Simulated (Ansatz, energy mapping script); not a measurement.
# Cr3Pd: energy mapping under PBE

How strongly do the moments of Cr3Pd couple under PBE? The plan is to run several orders and fit a Heisenberg model.

Calculated with Ansatz 0.2.0; PBE; plane waves, collinear spin, no spin–orbit coupling.

In doubt: warnings of the run leave room for a lower electronic state (step 2), so energies may not be the lowest and differences between runs may mislead.

## Step 1: The structure

The structure is cubic, space group Pm-3m (No. 221). Conventional cell: a = 3.694 Å, b = 3.694 Å, c = 3.694 Å, α = 90.00°, β = 90.00°, γ = 90.00°. Cr has 8 Cr at 2.61 Å and 4 Pd at 2.61 Å nearest. Nearest to Pd lie 12 Cr at 2.61 Å. invented: Ni3Pt (Pm-3m) with Pd for Pt, Cr for Ni. Farther neighbours are not listed.

This cell was built for the study (invented: Ni3Pt (Pm-3m) with Pd for Pt, Cr for Ni), not taken from an experiment; the compound need not form in this structure.

The cell was relaxed beforehand in Ansatz under PBE, from parallel moments.

No correction acts on the open shell here, which makes this the cheap baseline.

## Step 2: A first run with parallel moments

One run in the crystal's own cell, under PBE with U = 3.15 eV on Cr d, ortho-atomic projectors, shows which elements keep a moment. Transition or f elements with 0.3 μB or more enter the spin model; moments induced on other atoms do not.

File input.yaml:

```yaml
crystal:
  lattice:
    - [3.694242175, 0.0, 0.0]
    - [0.0, 3.694242175, 0.0]
    - [0.0, 0.0, 3.694242175]
  atoms:
    - { symbol: Cr, position: [0.5, 0.0, 0.5], spin: 2.5 }
    - { symbol: Cr, position: [0.0, 0.5, 0.5], spin: 2.5 }
    - { symbol: Cr, position: [0.5, 0.5, 0.0], spin: 2.5 }
    - { symbol: Pd, position: [0.0, 0.0, 0.0] }
magnetization:
  spin_polarized: true
kpoints:
  mp_grid: { grid: [11, 11, 11] }
hamiltonian:
  xc: pbe
  hubbard:
    sites: [{ species: Cr, l: d, u_eff: 3.15 }]
    projectors: ortho-atomic
scf:
  occupations: { method: fermi_dirac, width: 0.1 }
output:
  eigenvalues: true
```

Command:

```bash
> ansatz run input.yaml --threads 4 --pin off --max-ram 8192MiB --backend cpu --events-out ev --progress --plain --runs-dir out
```

Numbers of over 12 decimals in the logs are rounded to 6 here.

The program printed:

```text
Engine: ansatz 0.2.0, aarch64-unknown-linux-gnu
Pseudopotentials: kind: paw
Pseudopotential: Cr, paw, valence charge 14, recommended cutoff 420 eV (normal), Cr.paw.azcp
Pseudopotential: Pd, paw, valence charge 18, recommended cutoff 420 eV (normal), Pd.paw.azcp
Functional definition: PBE
  parameter kappa = 0.804
  parameter beta = 0.066725
  exchange = pbe_x(kappa = kappa, mu = beta*pi^2/3)
  correlation = pbe_c(beta = beta)
Crystal: 4 atoms, lattice volume = 50.417 Å³
Basis set: ecut = 420 eV, 1021 PW (Γ)
Bands: 41, of which v1, the nominal top of the filled ones, is band 30 counted from 1 (29 counted from 0)
Symmetry: 48 space group operations
Space group: Pm-3m (ITA 221), of the structure as read, at distance tolerance 3.7e-5 Å
Magnetic group: BNS 221.92 (UNI 1594), of the structure as read, at distance tolerance 3.7e-5 Å
k-points: 56 of 1331
Non-local potential: Cr, projectors of the file, l = 0: 3, l = 1: 2, l = 2: 3, l = 3: 1
Non-local potential: Pd, projectors of the file, l = 0: 2, l = 1: 2, l = 2: 2, l = 3: 1
PAW form: soft (Blöchl's): semilocal exchange-correlation on the pseudo side does not see the compensation charge
PAW one-centre angular grid: Cr, 590 points (default); XC on 64 Gauss nodes
PAW one-centre angular grid: Pd, 590 points (default); XC on 64 Gauss nodes
Initial density: superposition of atomic densities (chi_scale 0.1, normalization cell, long waves kept (reshape's long-wave potential 0.00 eV rms))
Starting moments: Σ|m| = 7.5 μB on 3 of 4 sites
Initial wavefunctions: pseudopotential atomic-orbital guess
Functional: x = pbe(κ = 0.804, μ = 0.219515), c = pbe(β = 0.066725)
SCF iter   1: F=—  HF=-17105.581148 eV  |F-HF|=—  |Δ(HF+E_count)|=         —  Δρ=2.14e-1 (↑2.14e-1 ↓1.74e-1)  dr2=1.28e2  dr2_m=5.88e-1  M=6.362 μB ∫|m|=7.896 μB  β_m=1.00  ethr=3.10e-3  ⟨swp⟩=4.6  Hψ=13721  notcnv=0
preconditioner: auto → Kerker (q_TF=auto, 2.809 Å⁻¹)  [metal: Δε(μ)=0.004 eV  Ē_g=6.171 eV  σ=0.100 eV  W_gap=0.01  n_scr=18 (ndim 8)  ℏωp=27.7 eV  f_vac=0.000  D(μ)=5.22/eV (n_scr^D=80)]
spin=Collinear: Kerker preconditioning applied to the charge; magnetization (m = ρ↑ − ρ↓) channel mixes plain (no charge-response kernel on spin).
SCF iter   2: F=—  HF=-17096.242718 eV  |F-HF|=—  |Δ(HF+E_count)|=    9.34e0  Δρ=9.59e-2 (↑9.59e-2 ↓5.69e-2)  dr2=8.58e0  dr2_m=4.66e-1  M=6.814 μB ∫|m|=7.004 μB  β_m=0.30  ethr=3.10e-3  ⟨swp⟩=3.8  Hψ=12038  notcnv=0  defer=75
SCF iter   3: F=—  HF=-17095.083221 eV  |F-HF|=—  |Δ(HF+E_count)|=    1.16e0  Δρ=4.49e-2 (↑3.51e-2 ↓4.49e-2)  dr2=2.01e0  dr2_m=2.15e-1  M=7.587 μB ∫|m|=7.724 μB  β_m=1.00  ethr=3.10e-3  ⟨swp⟩=2.3  Hψ=8410  notcnv=0  defer=77
[...]
SCF iter  17: F=-17096.105448 eV  HF=-17096.105448 eV  |F-HF|=1.05e-9  |Δ(HF+E_count)|=   2.72e-7  Δρ=6.80e-6 (↑6.80e-6 ↓3.44e-6)  dr2=1.42e-8  dr2_m=8.10e-9  M=12.394 μB ∫|m|=12.399 μB  ethr=1.67e-10  ⟨swp⟩=5.9  Hψ=11186  notcnv=0
SCF 1 converged in 17 iterations: F = -17096.105448 eV  dr2 = 1.42e-8
[...]
the search or the solves at the SCF's close seem to have found levels that the self-consistency loop had missed (the run counts 1). By its estimate they hold under 1e-12 electrons; where the run keeps them, the occupations were computed again with them
WARN: an SCF from ferrimagnetic starting moments (-3.76, 3.76, 3.76, 0.00 Bohr magnetons, atom by atom) was not made, by what the run has read of turns of its moments that order reads lower: the deck asks for what bars it, or types moments that do (magnetization.spin_polarized, in the input reference, names some of the keys), or the run goes by scf.lower_state_search: light, the default, which as a rule tries one only behind a close that has lost an order of both signs, or on which an open d or half-filled 4f shell of a PAW file has lost a moment that was set nearer to Hund's than to what is left; [rest of the remark cut]
SCF converged after 17 iterations
Magnetization: 12.3939 μB (36.1969 up, 23.8031 down)
Absolute magnetization: 12.3987 μB (∫|ρ↑−ρ↓|, with the PAW one-centre terms)
Spin contamination: 0.1696 ħ² per cell (⟨S²⟩ above its minimum at these occupations)
Per-site moments (μB) at R_I (Å): [(3.620186, 1.077542), (3.620186, 1.077542), (3.620186, 1.077542), (0.269652, 1.077542)]
Free energy (F): -17096.105448 eV
Harris-Foulkes:  -17096.105448 eV  (|F-HF|=1.05e-9)
Internal energy: -17095.962810 eV  (E = F + TS)
E sigma→0 (E₀):  -17096.034129 eV
Entropy (-TS):   -0.142639 eV (-35.660 meV/atom)
Fermi energy:    19.879468 eV
--- Per-component energies (eV) ---
  E_band       = -549.579167
  E_kinetic    = 1563.640654
  E_local      = -5455.687038  (includes V_loc(G=0)·N_el)
  E_nonlocal   = 479.656580
  E_hartree    = 2353.791350
  E_xc         = -590.807466
  E_vxc        = -750.299599  (∫ρ·V_xc dr)
  E_hubbard    = 3.993978  (on-site DFT+U / exact-exchange correction)
  E_vhub       = -16.236147  (the Hubbard potential's part of the band-sum identity)
  E_paw        = -7355.797763  (= ΣΔE_a)
  E_vpaw       = -1078.247009  (= ΣTr[D̂ρ^β])
  E_aug_tail   = 0.001169  (compensation charges beyond the density's cutoff)
  E_ewald      = -8094.754276
  E_smearing   = -0.142639  (= −TS)
  E_closure    = -0.000000  (closes the sum)
  Σ components = -17096.105448   (vs F -17096.105448, Δ=0.00e0)
--- Band table (eV; the first three rows and the last of 112) ---
  k-point 0 ↑: bands = [... 26 lower, 18.3401, 18.3401, 19.5913, 19.5913, 19.7164, 20.0103, 20.0103, 20.0103, ... 7 higher]
  k-point 1 ↑: bands = [... 26 lower, 18.2676, 18.3620, 19.4965, 19.5238, 19.5238, 19.5383, 19.6566, 20.0103, ... 7 higher]
  k-point 2 ↑: bands = [... 26 lower, 18.0594, 18.4251, 18.5829, 18.5829, 19.2245, 19.3286, 19.5473, 19.7698, ... 7 higher]
  k-point 55 ↓: bands = [... 26 lower, 21.1235, 21.1235, 21.2592, 22.8971, 22.8971, 22.9649, 24.4828, 24.4828, ... 7 higher]
Occupation matrices written to <dir>
```

Elapsed: 7.8 s, on 4 threads of Arm Neoverse V1, shared host; peak memory 0.57 GiB; 29 s of CPU time.

In the SCF lines HF is the Harris–Foulkes energy and dr2 the Hartree energy of the density residual, in eV; the loop may stop once dr2 is under the threshold and the program's other checks hold. Hψ counts applications of the Hamiltonian.

Spin moment in the sphere by atom:

```csv
atom,spin moment in the sphere (μB)
Cr1,3.62
Cr2,3.62
Cr3,3.62
Pd4,0.27
```

The run ends ferromagnetic; Cr carries the moments.

## Step 3: Run 1 (parallel; cell A, 4 atoms)

Each cell gets its own parallel run on the same mesh, so that most of the mesh error cancels in the differences.

input.yaml: that of step 2 with these lines changed.

```diff
@@ -16,5 +16,2 @@
   xc: pbe
-  hubbard:
-    sites: [{ species: Cr, l: d, u_eff: 3.15 }]
-    projectors: ortho-atomic
 scf:
@@ -23 +20,5 @@
   eigenvalues: true
+  write_density: true
+  write_potential: true
+  elf: true
+  volumetric_format: npy
```

The program printed:

```text
[...]
Crystal: 4 atoms, lattice volume = 50.417 Å³
Basis set: ecut = 420 eV, 1021 PW (Γ)
Bands: 41, of which v1, the nominal top of the filled ones, is band 30 counted from 1 (29 counted from 0)
[... 1 set-up line as in the run before ...]
[...]
k-points: 56 of 1331
[...]
Starting moments: Σ|m| = 7.5 μB on 3 of 4 sites
[...]
SCF iter   1: F=—  HF=-17118.877201 eV  |F-HF|=—  |Δ(HF+E_count)|=         —  Δρ=2.18e-1 (↑2.18e-1 ↓2.00e-1)  dr2=7.90e1  dr2_m=8.50e0  M=1.256 μB ∫|m|=1.495 μB  β_m=0.30  ethr=3.10e-3  ⟨swp⟩=4.7  Hψ=13701  notcnv=0
[...]
SCF iter  12: F=-17105.123787 eV  HF=-17105.123787 eV  |F-HF|=6.44e-10  |Δ(HF+E_count)|=   1.02e-9  Δρ=7.42e-7 (↑4.73e-7 ↓7.42e-7)  dr2=5.36e-10  dr2_m=1.30e-11  M=0.000 μB ∫|m|=0.000 μB  ethr=1.49e-11  ⟨swp⟩=1.1  Hψ=11998  notcnv=0
SCF 1 converged in 12 iterations: F = -17105.123787 eV  dr2 = 5.36e-10
[...]
Symmetry: 16 space group operations
k-points: 126 of 1331
[...]
Starting moments: Σ|m| = 7.5 μB on 3 of 4 sites; this step starts from the density that it was given
[...]
iter 1 solved again at ethr=1.00e-12 eV; its pass at ethr=1.67e-6 eV (dr2=5.38e-10 eV) is discarded
[...]
SCF iter   7: F=-17105.137430 eV  HF=-17105.137430 eV  |F-HF|=5.53e-10  |Δ(HF+E_count)|=  3.64e-12  Δρ=7.51e-7 (↑7.51e-7 ↓2.34e-7)  dr2=6.22e-10  dr2_m=4.94e-11  M=0.127 μB ∫|m|=2.727 μB  ethr=1.05e-12  ⟨swp⟩=1.0  Hψ=29145  notcnv=0
SCF 2 converged in 7 iterations: F = -17105.137430 eV  dr2 = 6.22e-10
[...]
SCF iter   2: F=-17105.137430 eV  HF=-17105.137430 eV  |F-HF|=1.04e-9  |Δ(HF+E_count)|=  1.09e-11  Δρ=1.06e-6 (↑3.35e-7 ↓1.06e-6)  dr2=1.08e-9  dr2_m=6.95e-11  M=0.127 μB ∫|m|=2.727 μB  ethr=1.04e-12  ⟨swp⟩=2.0  Hψ=16821  notcnv=0
SCF 3 converged in 2 iterations: F = -17105.137430 eV  dr2 = 1.08e-9
WARN: the starting moments were not kept: 1 of 3 ended reversed and 2 kept their direction, counting a site from 0.1 of the cell's largest site moment. The largest reversed, site 1 (counted from 0, in the order of the report's site_moments_mub), started with +2.5 μB and closes at -1.2e0 μB in its sphere. The net magnetisation is 1.2e-1 μB in size, at most 0.1 of the 7.5 μB that the starting moments add up to as vecto [...]
SCF converged after 2 iterations
Stability not told: the lowest value that the SCF's own minimisation read on its close, 9.0e-2 (residual 1.2e-5), is positive but too near zero to vouch for directions that it does not look along: no lower mode is shown, and none is ruled out
Magnetization: 0.1271 μB (30.0636 up, 29.9364 down)
Absolute magnetization: 2.7337 μB (∫|ρ↑−ρ↓|, with the PAW one-centre terms)
[...]
Per-site moments (μB) at R_I (Å): [(0.655285, 1.077542), (-1.193017, 1.077542), (0.655285, 1.077542), (0.00843591, 1.077542)]
Free energy (F): -17105.137430 eV
[...]
Internal energy: -17104.963206 eV  (E = F + TS)
E sigma→0 (E₀):  -17105.050318 eV
Entropy (-TS):   -0.174224 eV (-43.556 meV/atom)
Fermi energy:    19.273847 eV
[...]
--- Band table (eV; the first three rows and the last of 252) ---
  k-point 0 ↑: bands = [... 26 lower, 19.1499, 19.5633, 20.7953, 20.7953, 20.8446, 21.4202, 21.4595, 21.5442, ... 7 higher]
  k-point 1 ↑: bands = [... 26 lower, 19.1357, 19.5042, 20.4320, 20.7718, 20.7921, 20.8818, 21.3753, 21.4116, ... 7 higher]
  k-point 2 ↑: bands = [... 26 lower, 18.9945, 19.4082, 19.7124, 20.0592, 20.5419, 20.7840, 21.0615, 21.1583, ... 7 higher]
  k-point 125 ↓: bands = [... 26 lower, 18.8126, 18.8770, 19.3735, 19.5276, 19.5543, 19.6170, 20.7459, 20.9115, ... 7 higher]
```

Run time: 88 s. Hardware: 4 threads; peak memory 1.8 GiB; 5.7 min of CPU time.

Spin moment in the sphere by atom:

| atom | spin moment in the sphere (μB) |
| --- | --- |
| Cr1 | 0.66 |
| Cr2 | -1.19 |
| Cr3 | 0.66 |
| Pd4 | 0.01 |

The run ends ferrimagnetic, not as typed: a moment turned or collapsed in the SCF or in the program's search for a lower state.

Spin density in the ac plane at fractional y = 0.000, with atoms of Cr and Pd within 0.2 Å of it.

Ten even steps from '0' (-0.04 e/Å³) to '9' (0.97 e/Å³), each cell a mean:
```
00000000000000
00000000000000
00000000000000
00000011000000
00000122100000
00001256421000
00001489631000
00001367521000
00000123210000
00000011100000
00000000000000
00000000000000
00000000000000
01100000000010
```
Columns run along a (3.7 Å), rows up along c (3.7 Å). Atoms in or near the plane, at fractional coordinates: Cr at (0.50, 0.50), Pd at (0.00, 0.00).

ELF in the ac plane at fractional y = 0.000, with atoms of Cr and Pd within 0.2 Å of it. It is the smooth field of the valence electrons, not physical close to the nuclei.

Ten even steps from '_' (0.12) to '@' (0.94), each cell a mean:
```
--====--..::::::::....--==--
======::..::..........::====
==--::......______......::--
........______..____........
......____::++**==..__......
::::..__..++%%@@%%==____..::
::::..__::##@@@@@@**..__..::
::::..__..**@@@@%%++..__..::
..::..____--**##++::__..::..
........____..::..____......
--::::....__________....::--
====--::..............::====
--====::..::::::::....--====
..--==--....::::::....====--
```
Columns run along a (3.7 Å), rows up along c (3.7 Å). Atoms in or near the plane, at fractional coordinates: Cr at (0.50, 0.50), Pd at (0.00, 0.00).

## Step 4: Parallel start in cell B (8 atoms)

The parallel order again, as the reference for this cell.

File input.yaml:

```yaml
crystal:
  lattice:
    - [-3.694242175, 0.0, -3.694242175]
    - [0.0, -3.694242175, -3.694242175]
    - [-3.694242175, -3.694242175, 0.0]
  atoms:
    - { symbol: Cr, position: [0.0, 0.5, 0.5], spin: 2.5 }
    - { symbol: Cr, position: [0.5, 0.0, 0.0], spin: 2.5 }
    - { symbol: Cr, position: [0.5, 0.0, 0.5], spin: 2.5 }
    - { symbol: Cr, position: [0.0, 0.5, 0.0], spin: 2.5 }
    - { symbol: Cr, position: [0.5, 0.5, 0.0], spin: 2.5 }
    - { symbol: Cr, position: [0.0, 0.0, 0.5], spin: 2.5 }
    - { symbol: Pd, position: [0.5, 0.5, 0.5] }
    - { symbol: Pd, position: [0.0, 0.0, 0.0] }
magnetization:
  spin_polarized: true
kpoints:
  mp_grid: { grid: [9, 9, 9] }
hamiltonian:
  xc: pbe
scf:
  occupations: { method: fermi_dirac, width: 0.1 }
output:
  eigenvalues: true
```

The program printed:

```text
[...]
Crystal: 8 atoms, lattice volume = 100.834 Å³
Basis set: ecut = 420 eV, 1989 PW (Γ)
Bands: 81, of which v1, the nominal top of the filled ones, is band 60 counted from 1 (59 counted from 0)
Symmetry: 96 space group operations
[...]
k-points: 35 of 729
[...]
Starting moments: Σ|m| = 15 μB on 6 of 8 sites
[...]
SCF iter   1: F=—  HF=-34237.666955 eV  |F-HF|=—  |Δ(HF+E_count)|=         —  Δρ=2.17e-1 (↑2.17e-1 ↓2.00e-1)  dr2=1.58e2  dr2_m=1.69e1  M=2.502 μB ∫|m|=2.997 μB  β_m=0.30  ethr=3.10e-3  ⟨swp⟩=4.1  Hψ=16033  notcnv=0
[...]
SCF iter  13: F=-34210.246133 eV  HF=-34210.246133 eV  |F-HF|=5.82e-11  |Δ(HF+E_count)|=  2.33e-10  Δρ=1.58e-7 (↑1.10e-7 ↓1.58e-7)  dr2=7.38e-11  dr2_m=6.99e-13  M=0.000 μB ∫|m|=0.000 μB  ethr=1.00e-12  ⟨swp⟩=6.3  Hψ=17513  notcnv=0
SCF 1 converged in 13 iterations: F = -34210.246133 eV  dr2 = 7.38e-11
[...]
Symmetry: 32 space group operations
k-points: 75 of 729
[...]
SCF 2 converged in 8 iterations: F = -34210.274603 eV  dr2 = 2.57e-8
[...]
SCF 3 converged in 2 iterations: F = -34210.274603 eV  dr2 = 6.01e-8
[...]
SCF converged after 2 iterations
[...]
Magnetization: -0.2659 μB (59.8670 up, 60.1330 down)
Absolute magnetization: 5.5073 μB (∫|ρ↑−ρ↓|, with the PAW one-centre terms)
[...]
Per-site moments (μB) at R_I (Å): [(1.199585, 1.077542), (1.199585, 1.077542), (-0.661173, 1.077542), (-0.661173, 1.077542), (-0.661173, 1.077542), (-0.661173, 1.077542), (-0.00884035, 1.077542), (-0.00884035, 1.077542)]
Free energy (F): -34210.274603 eV
[...]
Internal energy: -34209.925488 eV  (E = F + TS)
E sigma→0 (E₀):  -34210.100046 eV
Entropy (-TS):   -0.349115 eV (-43.639 meV/atom)
Fermi energy:    19.274939 eV
[...]
--- Band table (eV; the first three rows and the last of 150) ---
  k-point 0 ↑: bands = [... 56 lower, 19.7301, 19.7301, 19.8033, 19.8185, 20.6485, 20.6854, 20.7968, 20.9133, ... 17 higher]
  k-point 1 ↑: bands = [... 56 lower, 19.4286, 19.4856, 19.5367, 19.6450, 20.3887, 20.7567, 20.8375, 20.8779, ... 17 higher]
  k-point 2 ↑: bands = [... 56 lower, 19.0296, 19.0750, 19.1236, 19.4340, 19.6824, 20.2255, 20.2274, 20.6492, ... 17 higher]
  k-point 74 ↓: bands = [... 56 lower, 18.5975, 18.8296, 18.9955, 19.0241, 19.3272, 19.5801, 19.6907, 19.7334, ... 17 higher]
```

Elapsed: 4.5 min, on 4 threads; peak memory 4.1 GiB.

Spin moment in the sphere by atom:

```
atom  spin moment in the sphere (μB)
 Cr1                            1.20
 Cr2                            1.20
 Cr3                           -0.66
 Cr4                           -0.66
 Cr5                           -0.66
 Cr6                           -0.66
 Pd7                           -0.01
 Pd8                           -0.01
```

The run ends ferrimagnetic, not as typed: a moment turned or collapsed in the SCF or in the program's search for a lower state.

## Step 5: Parallel start in cell C (8 atoms)

A new cell needs its own zero of energy.

This run holds the same structure in another cell (a 5.224 → 3.694 Å, b 5.224 → 3.694 Å, c 5.224 → 7.388 Å, α 60.0 → 90.0°, β 60.0 → 90.0°, γ 60.0 → 90.0°).

File input.yaml:

```yaml
crystal:
  lattice:
    - [3.694242175, 0.0, 0.0]
    - [0.0, 3.694242175, 0.0]
    - [0.0, 0.0, 7.38848435]
  atoms:
    - { symbol: Cr, position: [0.5, 0.0, 0.25], spin: 2.5 }
    - { symbol: Cr, position: [0.5, 0.0, 0.75], spin: 2.5 }
    - { symbol: Cr, position: [0.0, 0.5, 0.25], spin: 2.5 }
    - { symbol: Cr, position: [0.0, 0.5, 0.75], spin: 2.5 }
    - { symbol: Cr, position: [0.5, 0.5, 0.0], spin: 2.5 }
    - { symbol: Cr, position: [0.5, 0.5, 0.5], spin: 2.5 }
    - { symbol: Pd, position: [0.0, 0.0, 0.0] }
    - { symbol: Pd, position: [0.0, 0.0, 0.5] }
magnetization:
  spin_polarized: true
kpoints:
  mp_grid: { grid: [11, 11, 6] }
hamiltonian:
  xc: pbe
scf:
  occupations: { method: fermi_dirac, width: 0.1 }
output:
  eigenvalues: true
```

The program printed:

```text
[...]
Crystal: 8 atoms, lattice volume = 100.834 Å³
Basis set: ecut = 420 eV, 1993 PW (Γ)
Bands: 81, of which v1, the nominal top of the filled ones, is band 60 counted from 1 (59 counted from 0)
[... 1 set-up line as in the run before ...]
[...]
k-points: 84 of 726
[...]
Starting moments: Σ|m| = 15 μB on 6 of 8 sites
[...]
k-point 0 ↑: bands = [... 56 lower, 19.6937, 19.6937, 19.7539, 19.7539, 19.7676, 20.3797, 20.5213, 20.6469, ... 17 higher]
  k-point 1 ↑: bands = [... 56 lower, 19.4244, 19.5784, 19.7636, 20.0992, 20.0992, 20.4789, 20.5089, 20.5188, ... 17 higher]
  k-point 2 ↑: bands = [... 56 lower, 19.4637, 19.6200, 19.7347, 19.9439, 19.9439, 20.5070, 20.5070, 20.5577, ... 17 higher]
  k-point 83 ↓: bands = [... 56 lower, 18.6893, 18.6893, 18.7185, 18.7185, 18.7928, 18.7928, 18.8371, 18.8371, ... 17 higher]
[key lines of the parts left out:]
SCF converged after 37 iterations
Magnetization: 0.2609 μB (60.1305 up, 59.8695 down)
Free energy (F): -34210.274556 eV
Fermi energy:    19.274760 eV
```

Wall time 4.1 min (4 threads); peak memory 2.8 GiB; 16 min of CPU time.

The run ends ferrimagnetic, not as typed: a moment turned or collapsed in the SCF or in the program's search for a lower state.

## Step 6: The fit

Each energy difference is a sum of couplings weighted by the pairs that the order reverses. A few near shells are fitted to the differences by least squares. Energies are those extrapolated to zero occupation width, not the free energies F.

The orders that converged (zero: parallel moments in the same cell):

| order | atoms | energy (meV a magnetic atom) | moments (μB) | moments kept as typed |
| --- | --- | --- | --- | --- |
| parallel in cell A (typed; ended ferrimagnetic) | 4 | - | 0.66 to 1.19 | no |
| parallel in cell B (typed; ended ferrimagnetic) | 8 | - | 0.66 to 1.20 | no |
| parallel in cell C (typed; ended ferrimagnetic) | 8 | - | 0.66 to 1.20 | no |

No pair of orders in one cell converged with its signs kept, so no coupling can be fitted.

## Step 7: Results

| Quantity | Value |
| --- | --- |
| couplings | not obtained |

What this shows: Only parallel starts were run, since none kept its moments as typed; they end ferrimagnetic.

[Logs and program files are shortened in this print: banners, set-up blocks, solver, clock and traceback lines can be left out without a mark of their own.]

[Logs are printed without paths, hosts, clocks, repeated set-up lines and the standing remarks that a program may print on its own settings, such as how far it seeks lower states.]

[Hosts, paths, dates, database ids (printed as entryN), source tags and the programs' standing remarks are cut or masked in the printed files.]

[Where a cell is said to come from a database of computed structures, the database is the Materials Project.]
